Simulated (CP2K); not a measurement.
Two runs for the C K edge of methyl acetate. Run A: CP2K XAS_TDP, all-electron GAPW, PBEh(45%), aug-cc-pVDZ, TDA, no relativity. Run B differs in one setting.

First lines with a strength over 0.0015. A:

```
                    atom  energy (eV)  states  strength, one atom
C1 (bonded to O and 3 H)       284.92       1              0.0413
                               285.77       1              0.0039
                               286.08       1              0.0243
                               286.22       1              0.0186
                               286.67       1              0.0071
C3 (bonded to C and 2 O)       283.53       1              0.0772
                               288.78       1              0.0015
                               289.21       1              0.0058
                               289.30       1              0.0066
                               289.95       1              0.0094
C4 (bonded to C and 3 H)       283.57       1              0.0020
                               284.10       1              0.0044
                               285.01       1              0.0226
                               285.12       1              0.0188
                               285.49       1              0.0016
```

B:

```
                    atom  energy (eV)  states  strength, one atom
C1 (bonded to O and 3 H)       288.96       1              0.0616
                               290.62       1              0.0386
                               290.66       1              0.0351
                               291.30       1              0.0034
                               291.86       1              0.0066
C3 (bonded to C and 2 O)       287.09       1              0.0857
                               293.08       1              0.0046
                               294.06       1              0.0170
                               294.22       1              0.0239
                               294.82       1              0.0136
C4 (bonded to C and 3 H)       288.43       1              0.0065
                               288.83       1              0.0085
                               289.54       1              0.0368
                               289.84       1              0.0291
                               290.52       1              0.0075
```

Which was it: scalar relativity switched on, GW2X switched on, the basis, the functional?

The functional (functional from PBEh(45%) to PBEh(60%); the lines alone don't name the new value). A functional moves all lines by electronvolts and changes their spacings and strengths. Against PBEh(45%) in aug-cc-pVDZ, the leading lines move by +4.04 eV (C1, to 288.96), +3.56 eV (C3, to 287.09) and +4.53 eV (C4, to 289.54); the strength of C1's goes from 0.0413 to 0.0616. The next line of C1 over the strength cut lies 1.66 eV higher, against 0.85.

[Banner, clock and machine lines of the logs are left out without a mark of their own.]

[Logs are printed without paths, hosts, clocks, repeated set-up lines and the standing remarks that a program may print on its own settings, such as how far it seeks lower states.]

[Hosts, paths, dates, database ids (printed as entryN), source tags and the programs' standing remarks are cut or masked in the printed files.]
